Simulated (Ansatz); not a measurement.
# Ca3PbO (model cell, started as antiperovskite): phonons and vibrational spectra

Task: relax Ca3PbO (model cell, started as antiperovskite), then find its harmonic phonons.

Main program and level: Ansatz 0.2.0; DFT LDA, scalar-relativistic, plane waves, PAW; PAW set soft_1.

### 1. The starting structure

It takes space group Pm-3m (No. 221, cubic). The conventional cell has a = 4.896 Å, b = 4.896 Å, c = 4.896 Å, α = 90.00°, β = 90.00°, γ = 90.00°. Pb has 12 Ca at 3.46 Å nearest. Nearest to O lie 6 Ca at 2.45 Å. Nearest to Ca lie 2 O at 2.45 Å. Farther neighbours and most contacts between anions are not listed.

### 2. Bringing the structure to rest

The cell and atoms are relaxed, since residual forces and stress would shift the frequencies.

The input, input.yaml:

```yaml
crystal:
  lattice:
    - [4.896, 0.0, 0.0]
    - [0.0, 4.896, 0.0]
    - [0.0, 0.0, 4.896]
  atoms:
    - { symbol: Pb, position: [0.0, 0.0, 0.0] }
    - { symbol: O, position: [0.5, 0.5, 0.5] }
    - { symbol: Ca, position: [0.5, 0.5, 0.0] }
    - { symbol: Ca, position: [0.5, 0.0, 0.5] }
    - { symbol: Ca, position: [0.0, 0.5, 0.5] }
kpoints:
  mp_grid: { grid: [8, 8, 8] }
hamiltonian:
  xc: lda
  pseudopotentials: { kind: paw, azcp: { folder: soft_1 }, xc_functional: pbe }
scf:
  occupations: { method: gaussian, width: 0.1 }
output:
  forces: true
  stress: true
  eigenvalues: true
relax:
  adjacent_minimum: "off"
  f_tol: 0.005
  max_steps: 80
  cell: { stress_tol: 0.05 }
```

Started as:

```console
> ansatz run input.yaml --threads 4 --pin off --max-ram 16384MiB --backend cpu --events-out ev --progress --plain --runs-dir out
```

Numbers of over 12 decimals in the logs are rounded to 6 here.

Output:

```text
Engine: ansatz 0.2.0, aarch64-unknown-linux-gnu
Pseudopotentials: kind: paw
Pseudopotential: Pb, paw, valence charge 14, recommended cutoff 420 eV (normal), soft_1/Pb.paw.azcp
Pseudopotential: O, paw, valence charge 6, recommended cutoff 420 eV (normal), soft_1/O.paw.azcp
Pseudopotential: Ca, paw, valence charge 10, recommended cutoff 420 eV (normal), soft_1/Ca.paw.azcp
Functional definition: SPW92
  exchange = slater_x
  correlation = pw_c
Crystal: 5 atoms, lattice volume = 117.361 Å³
Basis set: ecut = 420 eV, 2301 PW (Γ)
Bands: 30, of which v1, the nominal top of the filled ones, is band 25 counted from 1 (24 counted from 0)
Symmetry: 48 space group operations
Space group: Pm-3m (ITA 221), of the structure as read, at distance tolerance 4.9e-5 Å
k-points: 35 of 512
Non-local potential: Pb, projectors of the file, l = 0: 2, l = 1: 2, l = 2: 2, l = 3: 1
Non-local potential: O, projectors of the file, l = 0: 2, l = 1: 2, l = 2: 1
Non-local potential: Ca, projectors of the file, l = 0: 3, l = 1: 2, l = 2: 2
PAW form: soft (Blöchl's): semilocal exchange-correlation on the pseudo side does not see the compensation charge
PAW frozen core: Pb, regenerated for the run's functional, and the local potential with it (the file was generated under x = pbe(κ = 0.804, μ = 0.219515), c = pbe(β = 0.066725))
PAW frozen core: O, regenerated for the run's functional, and the local potential with it (the file was generated under x = pbe(κ = 0.804, μ = 0.219515), c = pbe(β = 0.066725))
PAW frozen core: Ca, regenerated for the run's functional, and the local potential with it (the file was generated under x = pbe(κ = 0.804, μ = 0.219515), c = pbe(β = 0.066725))
PAW one-centre angular grid: Pb, 590 points (default); XC on 64 Gauss nodes
PAW one-centre angular grid: O, 110 points (default); XC on 64 Gauss nodes
PAW one-centre angular grid: Ca, 110 points (default); XC on 64 Gauss nodes
Initial density: superposition of atomic densities (chi_scale 0.1, normalization cell, long waves kept (reshape's long-wave potential 0.00 eV rms))
Initial wavefunctions: pseudopotential atomic-orbital guess
Functional: x = slater, c = lda
SCF iter   1: F=—  HF=-17486.860032 eV  |F-HF|=—  |Δ(HF+E_count)|=         —  Δρ=1.13e-1  dr2=1.75e1  ethr=3.10e-3  ⟨swp⟩=9.5  Hψ=5477  notcnv=0
preconditioner: auto → Resta (q_TF=auto, 2.367 Å⁻¹)  ε∞=4.7  [insulator: Δε(μ)=0.160 eV  Ē_g=9.071 eV  σ=0.100 eV  W_gap=0.58  n_scr=26 (ndim 8)  ℏωp=17.5 eV  f_vac=0.000  D(μ)=0.51/eV (n_scr^D=0)  ε∞_Penn≈4.7]
SCF iter   2: F=—  HF=-17483.865874 eV  |F-HF|=—  |Δ(HF+E_count)|=    2.99e0  Δρ=6.42e-2  dr2=3.86e0  ethr=3.10e-3  ⟨swp⟩=4.1  Hψ=2831  notcnv=0  defer=27
SCF iter   3: F=—  HF=-17483.130963 eV  |F-HF|=—  |Δ(HF+E_count)|=   7.35e-1  Δρ=1.40e-2  dr2=2.38e-1  ethr=3.10e-3  ⟨swp⟩=2.9  Hψ=1976  notcnv=0  defer=30
SCF iter   4: F=—  HF=-17483.120754 eV  |F-HF|=—  |Δ(HF+E_count)|=   1.02e-2  Δρ=5.34e-3  dr2=2.75e-2  ethr=4.75e-4  ⟨swp⟩=2.3  Hψ=1942  notcnv=0  defer=30
SCF iter   5: F=—  HF=-17483.123664 eV  |F-HF|=—  |Δ(HF+E_count)|=   2.91e-3  Δρ=1.48e-3  dr2=3.00e-3  ethr=5.50e-5  ⟨swp⟩=2.1  Hψ=1292  notcnv=0  defer=30
SCF iter   6: F=—  HF=-17483.123155 eV  |F-HF|=—  |Δ(HF+E_count)|=   5.10e-4  Δρ=2.15e-4  dr2=8.77e-5  ethr=6.01e-6  ⟨swp⟩=2.0  Hψ=1465  notcnv=0  defer=30
SCF iter   7: F=—  HF=-17483.123149 eV  |F-HF|=—  |Δ(HF+E_count)|=   5.64e-6  Δρ=5.56e-5  dr2=3.74e-6  ethr=1.75e-7  ⟨swp⟩=2.0  Hψ=1467  notcnv=0  defer=30
SCF iter   8: F=—  HF=-17483.123148 eV  |F-HF|=—  |Δ(HF+E_count)|=   7.77e-7  Δρ=1.18e-5  dr2=2.25e-7  ethr=7.48e-9  ⟨swp⟩=2.7  Hψ=1900  notcnv=0  defer=30
SCF iter   9: F=-17483.123148 eV  HF=-17483.123148 eV  |F-HF|=2.54e-8  |Δ(HF+E_count)|=   3.29e-8  Δρ=3.87e-6  dr2=3.04e-8  ethr=2.00e-10  ⟨swp⟩=11.7  Hψ=5099  notcnv=0
SCF 1 converged in 9 iterations: F = -17483.123148 eV  dr2 = 3.04e-8
  greatest PAW one-centre occupation: 0.996 electrons in one spin orbital (limit 2), on the Ca atom at site 4 (counted from 0), in its partial waves of l = 0
relax step   1: F+E_penalty+E_count = -17483.12314833 eV  Δ(F+E_penalty+E_count) = +0.000e0 eV  max|allowed force component| = 2.540e-29 eV/Å  Δτ_max = 0.0000 Å  P = -5.368 GPa  Ω = 117.361 Å³  (9 SCF iters, dr2 threshold 1.00e-7 eV, accepted)
Crystal: 5 atoms, lattice volume = 101.788 Å³
Basis set: ecut = 420 eV, 1935 PW (Γ)
Initial density: handed on by an earlier stage of this run
Initial wavefunctions: those handed on with the density
iter 1 solved again at ethr=1.94e-4 eV; its pass at ethr=3.10e-3 eV (dr2=9.69e-2 eV) is discarded
SCF iter   1: F=—  HF=-17483.347429 eV  |F-HF|=—  |Δ(HF+E_count)|=         —  Δρ=6.81e-3  dr2=9.83e-2  ethr=1.94e-4  ⟨swp⟩=1.0  Hψ=5863  notcnv=0
preconditioner: auto → Resta (q_TF=auto, 2.423 Å⁻¹)  ε∞=3.2  [insulator: Δε(μ)=0.124 eV  Ē_g=16.534 eV  σ=0.100 eV  W_gap=0.58  n_scr=26 (ndim 8)  ℏωp=24.4 eV  f_vac=0.000  D(μ)=0.21/eV (n_scr^D=0)  ε∞_Penn≈3.2]
SCF iter   2: F=—  HF=-17483.315752 eV  |F-HF|=—  |Δ(HF+E_count)|=   3.17e-2  Δρ=3.45e-3  dr2=1.11e-2  ethr=1.94e-4  ⟨swp⟩=2.0  Hψ=1613  notcnv=0
SCF iter   3: F=—  HF=-17483.313493 eV  |F-HF|=—  |Δ(HF+E_count)|=   2.26e-3  Δρ=1.43e-3  dr2=1.70e-3  ethr=2.22e-5  ⟨swp⟩=2.0  Hψ=1505  notcnv=0
SCF iter   4: F=—  HF=-17483.313357 eV  |F-HF|=—  |Δ(HF+E_count)|=   1.36e-4  Δρ=8.59e-4  dr2=4.77e-4  ethr=3.40e-6  ⟨swp⟩=2.0  Hψ=1675  notcnv=0
SCF iter   5: F=—  HF=-17483.313314 eV  |F-HF|=—  |Δ(HF+E_count)|=   4.28e-5  Δρ=2.69e-4  dr2=4.96e-5  ethr=9.54e-7  ⟨swp⟩=2.0  Hψ=1371  notcnv=0
SCF iter   6: F=—  HF=-17483.313314 eV  |F-HF|=—  |Δ(HF+E_count)|=   3.40e-7  Δρ=4.48e-5  dr2=1.52e-6  ethr=9.91e-8  ⟨swp⟩=2.0  Hψ=1371  notcnv=0
SCF iter   7: F=-17483.313314 eV  HF=-17483.313314 eV  |F-HF|=6.33e-9  |Δ(HF+E_count)|=   3.62e-8  Δρ=4.16e-6  dr2=1.78e-8  ethr=1.00e-9  ⟨swp⟩=7.7  Hψ=4873  notcnv=0
SCF 2 converged in 7 iterations: F = -17483.313314 eV  dr2 = 1.78e-8
relax step   2: F+E_penalty+E_count = -17483.31331420 eV  Δ(F+E_penalty+E_count) = -1.902e-1 eV  max|allowed force component| = 1.578e-29 eV/Å  Δτ_max = 0.0000 Å  P = +2.694 GPa  Ω = 101.788 Å³  energy of the carried Pulay correction = +1.016e-2 eV  (7 SCF iters, dr2 threshold 5.00e-7 eV, accepted)
Crystal: 5 atoms, lattice volume = 106.510 Å³
Basis set: ecut = 420 eV, 2103 PW (Γ)
iter 1 solved again at ethr=1.99e-5 eV; its pass at ethr=3.10e-3 eV (dr2=9.95e-3 eV) is discarded
SCF iter   1: F=—  HF=-17483.345652 eV  |F-HF|=—  |Δ(HF+E_count)|=         —  Δρ=2.27e-3  dr2=1.19e-2  ethr=1.99e-5  ⟨swp⟩=1.9  Hψ=5750  notcnv=0
preconditioner: auto → Resta (q_TF=auto, 2.405 Å⁻¹)  ε∞=3.1  [insulator: Δε(μ)=0.120 eV  Ē_g=16.650 eV  σ=0.100 eV  W_gap=0.60  n_scr=26 (ndim 8)  ℏωp=23.9 eV  f_vac=0.000  D(μ)=0.14/eV (n_scr^D=0)  ε∞_Penn≈3.1]
SCF iter   2: F=—  HF=-17483.341806 eV  |F-HF|=—  |Δ(HF+E_count)|=   3.85e-3  Δρ=1.04e-3  dr2=1.24e-3  ethr=1.99e-5  ⟨swp⟩=2.0  Hψ=1451  notcnv=0
SCF iter   3: F=—  HF=-17483.341515 eV  |F-HF|=—  |Δ(HF+E_count)|=   2.92e-4  Δρ=3.35e-4  dr2=7.53e-5  ethr=2.47e-6  ⟨swp⟩=2.0  Hψ=1290  notcnv=0
SCF iter   4: F=—  HF=-17483.341532 eV  |F-HF|=—  |Δ(HF+E_count)|=   1.69e-5  Δρ=2.12e-4  dr2=3.76e-5  ethr=1.51e-7  ⟨swp⟩=2.0  Hψ=1502  notcnv=0
SCF iter   5: F=—  HF=-17483.341525 eV  |F-HF|=—  |Δ(HF+E_count)|=   6.33e-6  Δρ=4.98e-5  dr2=2.74e-6  ethr=7.53e-8  ⟨swp⟩=2.0  Hψ=1439  notcnv=0
SCF iter   6: F=-17483.341525 eV  HF=-17483.341525 eV  |F-HF|=1.48e-8  |Δ(HF+E_count)|=   1.78e-7  Δρ=7.71e-6  dr2=5.76e-8  ethr=1.00e-9  ⟨swp⟩=6.9  Hψ=4791  notcnv=0
SCF 3 converged in 6 iterations: F = -17483.341525 eV  dr2 = 5.76e-8
  greatest PAW one-centre occupation: 0.996 electrons in one spin orbital (limit 2), on the Ca atom at site 2 (counted from 0), in its partial waves of l = 0
relax step   3: F+E_penalty+E_count = -17483.34152517 eV  Δ(F+E_penalty+E_count) = -2.821e-2 eV  max|allowed force component| = 4.071e-29 eV/Å  Δτ_max = 0.0000 Å  P = -0.437 GPa  Ω = 106.510 Å³  energy of the carried Pulay correction = +6.930e-3 eV  (6 SCF iters, dr2 threshold 5.00e-7 eV, accepted)
[...]
relax step   4: F+E_penalty+E_count = -17483.34298388 eV  Δ(F+E_penalty+E_count) = -1.459e-3 eV  max|allowed force component| = 8.940e-30 eV/Å  Δτ_max = 0.0000 Å  P = -0.027 GPa  Ω = 105.824 Å³  energy of the carried Pulay correction = +7.391e-3 eV  (5 SCF iters, dr2 threshold 4.78e-7 eV, accepted)
[...]
relax step   5: F+E_penalty+E_count = -17483.33853232 eV  Δ(F+E_penalty+E_count) = +4.452e-3 eV  max|allowed force component| = 1.559e-29 eV/Å  Δτ_max = 0.0000 Å  P = -0.102 GPa  Ω = 105.824 Å³  stress off target by 1.02e-1 GPa  SCF on the basis re-selected at this cell (its energy is not comparable with the rows above)  (6 SCF iters)
[...]
relax step   6: F+E_penalty+E_count = -17483.33869091 eV  Δ(F+E_penalty+E_count) = -1.586e-4 eV  max|allowed force component| = 7.757e-30 eV/Å  Δτ_max = 0.0000 Å  P = -0.002 GPa  Ω = 105.662 Å³  energy of the carried Pulay correction = +1.059e-4 eV  (5 SCF iters, dr2 threshold 2.58e-8 eV, accepted)
iter 1 solved again at ethr=4.33e-7 eV; its pass at ethr=3.10e-3 eV (dr2=2.16e-4 eV) is discarded
SCF iter   1: F=—  HF=-17483.338600 eV  |F-HF|=—  |Δ(HF+E_count)|=         —  Δρ=5.76e-6  dr2=9.14e-9  ethr=4.33e-7  ⟨swp⟩=3.0  Hψ=7938  notcnv=0
eigensolver tolerance schedule: the retry pair's looser diagonalisation over-reported the residual by 23678.57 of it (diagonalisation noise at an unbounded share of the residual, at the tolerance the schedule requests for it); recorded, not acted on — ethr = c·dr2/N_el stays at c = 1.0e-1
preconditioner: auto → Resta (q_TF=auto, 2.408 Å⁻¹)  ε∞=3.1  [insulator: Δε(μ)=0.120 eV  Ē_g=16.617 eV  σ=0.100 eV  W_gap=0.60  n_scr=26 (ndim 8)  ℏωp=24.0 eV  f_vac=0.000  D(μ)=0.13/eV (n_scr^D=0)  ε∞_Penn≈3.1]
SCF iter   2: F=—  HF=-17483.338597 eV  |F-HF|=—  |Δ(HF+E_count)|=   3.15e-6  Δρ=2.88e-6  dr2=4.04e-9  ethr=1.83e-11  ⟨swp⟩=3.3  Hψ=2669  notcnv=0
SCF iter   3: F=—  HF=-17483.338597 eV  |F-HF|=—  |Δ(HF+E_count)|=  2.44e-10  Δρ=1.53e-6  dr2=7.50e-10  ethr=8.07e-12  ⟨swp⟩=2.0  Hψ=1439  notcnv=0
SCF iter   4: F=-17483.338597 eV  HF=-17483.338597 eV  |F-HF|=1.46e-11  |Δ(HF+E_count)|=    0.00e0  Δρ=1.73e-7  dr2=2.95e-11  ethr=1.00e-12  ⟨swp⟩=4.3  Hψ=4137  notcnv=0
SCF 7 converged in 4 iterations: F = -17483.338597 eV  dr2 = 2.95e-11
relax step   7: F+E_penalty+E_count = -17483.33859724 eV  Δ(F+E_penalty+E_count) = +9.368e-5 eV  max|allowed force component| = 1.746e-29 eV/Å  Δτ_max = 0.0000 Å  P = -0.003 GPa  Ω = 105.662 Å³  stress off target by 3.44e-3 GPa  SCF on the basis re-selected at this cell (its energy is not comparable with the rows above)  (4 SCF iters)
basis re-selected at this cell: Δ(F+E_penalty+E_count) = +9.368e-5 eV, ΔP = -0.001 GPa vs the last step (what re-selecting the basis moved, of the pressure what is left beyond the Pulay correction that the steps carried, after the strain that the cell walked since its last selection, with what the two solves' SCF thresholds leave and, on support functions, any second-order correction that the steps lacked; it is no m [...]
SCF converged after 4 iterations
Free energy (F): -17483.338597 eV
Harris-Foulkes:  -17483.338597 eV  (|F-HF|=1.46e-11)
Internal energy: -17483.337925 eV  (E = F + TS)
E sigma→0 (E₀):  -17483.338261 eV
Entropy (-TS):   -0.000673 eV (-0.135 meV/atom)
Fermi energy:    10.386805 eV
--- Per-component energies (eV) ---
  E_band       = -380.714054
  E_kinetic    = 1234.057775
  E_local      = -3307.584217  (includes V_loc(G=0)·N_el)
  E_nonlocal   = 644.692824
  E_hartree    = 1150.527448
  E_xc         = -656.282197
  E_vxc        = -707.381170  (∫ρ·V_xc dr)
  E_paw        = -12715.575024  (= ΣΔE_a)
  E_vpaw       = -545.554818  (= ΣTr[D̂ρ^β])
  E_aug_tail   = 0.000765  (compensation charges beyond the density's cutoff)
  E_ewald      = -3834.044094
  E_core_change = 0.868796  (= ΣΔE_core)
  E_smearing   = -0.000673  (= −TS)
  E_closure    = -0.000000  (closes the sum)
  Σ components = -17483.338597   (vs F -17483.338597, Δ=0.00e0)
--- Forces (eV/Å), atoms counted from 1 ---
  atom   1  Pb     0.00000000    -0.00000000    -0.00000000
  atom   2  O     -0.00000000    -0.00000000    -0.00000000
  atom   3  Ca     0.00000000     0.00000000    -0.00000000
  atom   4  Ca     0.00000000    -0.00000000     0.00000000
  atom   5  Ca    -0.00000000    -0.00000000     0.00000000
  max |Σ_I F_I| component: 7.76e-30 eV/Å
--- Stress (GPa, compression-positive) ---
       -0.003443      -0.000000      -0.000000
       -0.000000      -0.003443       0.000000
       -0.000000       0.000000      -0.003443
  P = ⅓ Tr σ = -0.0034 GPa (-0.034 kbar)
--- Band table (eV; the first three rows and the last of 35) ---
  k-point 0: bands = [... 21 lower, 6.0589, 10.3197, 10.3197, 10.5693, 10.5693, 10.5693, 10.9669, 10.9669, ... 1 higher]
  k-point 1: bands = [... 21 lower, 6.0404, 9.2933, 10.1845, 10.1845, 10.4401, 10.9954, 11.0106, 11.4547, ... 1 higher]
  k-point 2: bands = [... 21 lower, 5.9964, 8.1274, 9.7810, 9.7810, 10.7775, 11.1279, 11.4246, 12.1620, ... 1 higher]
  k-point 34: bands = [... 21 lower, 4.7078, 8.7610, 8.7610, 8.7610, 11.4318, 11.4318, 11.4318, 12.9030, ... 1 higher]
--- Relaxed structure (5 steps of the walk, 5 accepted, 2 SCFs on fresh bases) ---
  F+E_penalty+E_count = -17483.33859724 eV   max|allowed force component| = 1.746e-29 eV/Å   (the final SCF, on the basis selected at the relaxed cell)
  cell:  # Å, volume = 105.6623 Å³
    - [4.727593, 0, 0]
    - [0, 4.727593, 0]
    - [0, 0, 4.727593]
  atoms:
    - { symbol: Pb, position: [0, 0, 0] }
    - { symbol: O, position: [0.5, 0.5, 0.5] }
    - { symbol: Ca, position: [0.5, 0.5, 0] }
    - { symbol: Ca, position: [0.5, 0, 0.5] }
    - { symbol: Ca, position: [0, 0.5, 0.5] }
```

The job ended after 14 s (4 threads of Arm Neoverse V2, shared host; peak memory 0.46 GiB).

The steps of the relaxation:

```
step  energy less that of the first step (eV)  largest force component (eV/Å)  pressure (GPa)  volume (Å³)
   1                                   0.0000                          0.0000           -5.37       117.36
   2                                  -0.1902                          0.0000            2.69       101.79
   3                                  -0.2184                          0.0000           -0.44       106.51
   4                                  -0.2198                          0.0000           -0.03       105.82
  5*                                  -0.2154                          0.0000           -0.10       105.82
   6                                  -0.2155                          0.0000            0.00       105.66
  7*                                  -0.2154                          0.0000            0.00       105.66
```

Relaxation steps marked * repeat the geometry before them on a plane-wave basis chosen anew for their cell, so energy and pressure can jump there.

The run keeps the 48 symmetry operations that it works with, so distortions that break them were not tested.

```
conventional cell, symmetrised  before  after   change
                         a (Å)   4.896  4.728   -3.4 %
                         b (Å)   4.896  4.728   -3.4 %
                         c (Å)   4.896  4.728   -3.4 %
              volume (Å³/atom)   23.47  21.13  -10.0 %
```

Final coordinates:

```
Pb O Ca
1.0
     4.72759    0.00000    0.00000
     0.00000    4.72759    0.00000
     0.00000    0.00000    4.72759
Pb O Ca
1 1 3
Direct
  0.00000 0.00000 0.00000
  0.50000 0.50000 0.50000
  0.50000 0.50000 0.00000
  0.50000 0.00000 0.50000
  0.00000 0.50000 0.50000
```

Numbers from this step:

- pressure: -0.003443 GPa
- volume per atom: 21.13 Å³
- gap on the k-mesh: 0 eV

In this step the volume went from 23.47 to 21.13 Å³/atom.

### 3. Relaxation

The relaxation is repeated from its end on the same settings, as a check that it has come to rest.

input.yaml, as its differences from that of step 2:

```diff
@@ -2,5 +2,5 @@
   lattice:
-    - [4.896, 0.0, 0.0]
-    - [0.0, 4.896, 0.0]
-    - [0.0, 0.0, 4.896]
+    - [4.7275928718, 0.0, 0.0]
+    - [0.0, 4.7275928718, 0.0]
+    - [0.0, 0.0, 4.7275928718]
   atoms:
```

Output:

```text
[...]
Crystal: 5 atoms, lattice volume = 105.662 Å³
Basis set: ecut = 420 eV, 2103 PW (Γ)
Bands: 30, of which v1, the nominal top of the filled ones, is band 25 counted from 1 (24 counted from 0)
Symmetry: 48 space group operations
[...]
k-points: 35 of 512
[...]
--- Relaxed structure (1 steps of the walk, 1 accepted, 1 SCFs on fresh bases) ---
[...]
cell:  # Å, volume = 105.6623 Å³
    - [4.7275928718, 0.0, 0.0]
    - [0.0, 4.7275928718, 0.0]
    - [0.0, 0.0, 4.7275928718]
  atoms:
    - { symbol: Pb, position: [0.0, 0.0, 0.0] }
    - { symbol: O, position: [0.5, 0.5, 0.5] }
    - { symbol: Ca, position: [0.5, 0.5, 0.0] }
    - { symbol: Ca, position: [0.5, 0.0, 0.5] }
    - { symbol: Ca, position: [0.0, 0.5, 0.5] }
[key lines of the parts left out:]
SCF converged after 5 iterations
Free energy (F): -17483.338597 eV
Fermi energy:    10.386806 eV
P = ⅓ Tr σ = -0.0034 GPa (-0.034 kbar)
```

It took 3.9 s on 4 threads; peak memory 0.44 GiB.

Little changed from the start: no atom moved by 0.005 Å and no cell edge by 0.1 %.

This step gave:

```
pressure : -0.003445 GPa
```

In this step the volume went from 21.13 to 21.13 Å³/atom.

### 4. Tight relaxation

Phonons need a cell at rest on their own settings, so the relaxation is repeated with tight tolerances on forces and stress, using the mesh and the filling of the phonon run that follows.

input.yaml, as its differences from that of step 3:

```diff
@@ -17,3 +17,3 @@
 scf:
-  occupations: { method: gaussian, width: 0.1 }
+  occupations: { method: methfessel_paxton, width: 0.2 }
 output:
@@ -24,4 +24,4 @@
   adjacent_minimum: "off"
-  f_tol: 0.005
-  max_steps: 80
-  cell: { stress_tol: 0.05 }
+  f_tol: 0.001
+  max_steps: 60
+  cell: { stress_tol: 0.01 }
```

Output:

```text
[...]
Crystal: 5 atoms, lattice volume = 105.662 Å³
Basis set: ecut = 420 eV, 2103 PW (Γ)
Bands: 30, of which v1, the nominal top of the filled ones, is band 25 counted from 1 (24 counted from 0)
Symmetry: 48 space group operations
[...]
k-points: 35 of 512
[...]
--- Relaxed structure (1 steps of the walk, 1 accepted, 1 SCFs on fresh bases) ---
[...]
cell:  # Å, volume = 105.6623 Å³
    - [4.7275928718, 0.0, 0.0]
    - [0.0, 4.7275928718, 0.0]
    - [0.0, 0.0, 4.7275928718]
  atoms:
    - { symbol: Pb, position: [0.0, 0.0, 0.0] }
    - { symbol: O, position: [0.5, 0.5, 0.5] }
    - { symbol: Ca, position: [0.5, 0.5, 0.0] }
    - { symbol: Ca, position: [0.5, 0.0, 0.5] }
    - { symbol: Ca, position: [0.0, 0.5, 0.5] }
[key lines of the parts left out:]
SCF converged after 7 iterations
Free energy (F): -17483.338055 eV
Fermi energy:    10.381218 eV
P = ⅓ Tr σ = -0.0036 GPa (-0.036 kbar)
```

Elapsed: 4.8 s, on 4 threads; peak memory 0.45 GiB; 17 s of CPU time.

Little changed from the start: no atom moved by 0.005 Å and no cell edge by 0.1 %.

Numbers from this step:

```yaml
pressure: -0.003621 GPa
```

The forces vanish by symmetry and the pressure is -0.004 GPa, within the tolerances set. The cell now holds 21.13 Å³/atom.

(Continued in part 2 of 2.)

[Logs are printed without paths, hosts, clocks, repeated set-up lines and the standing remarks that a program may print on its own settings, such as how far it seeks lower states.]

[Hosts, paths, dates, database ids (printed as entryN), source tags and the programs' standing remarks are cut or masked in the printed files.]
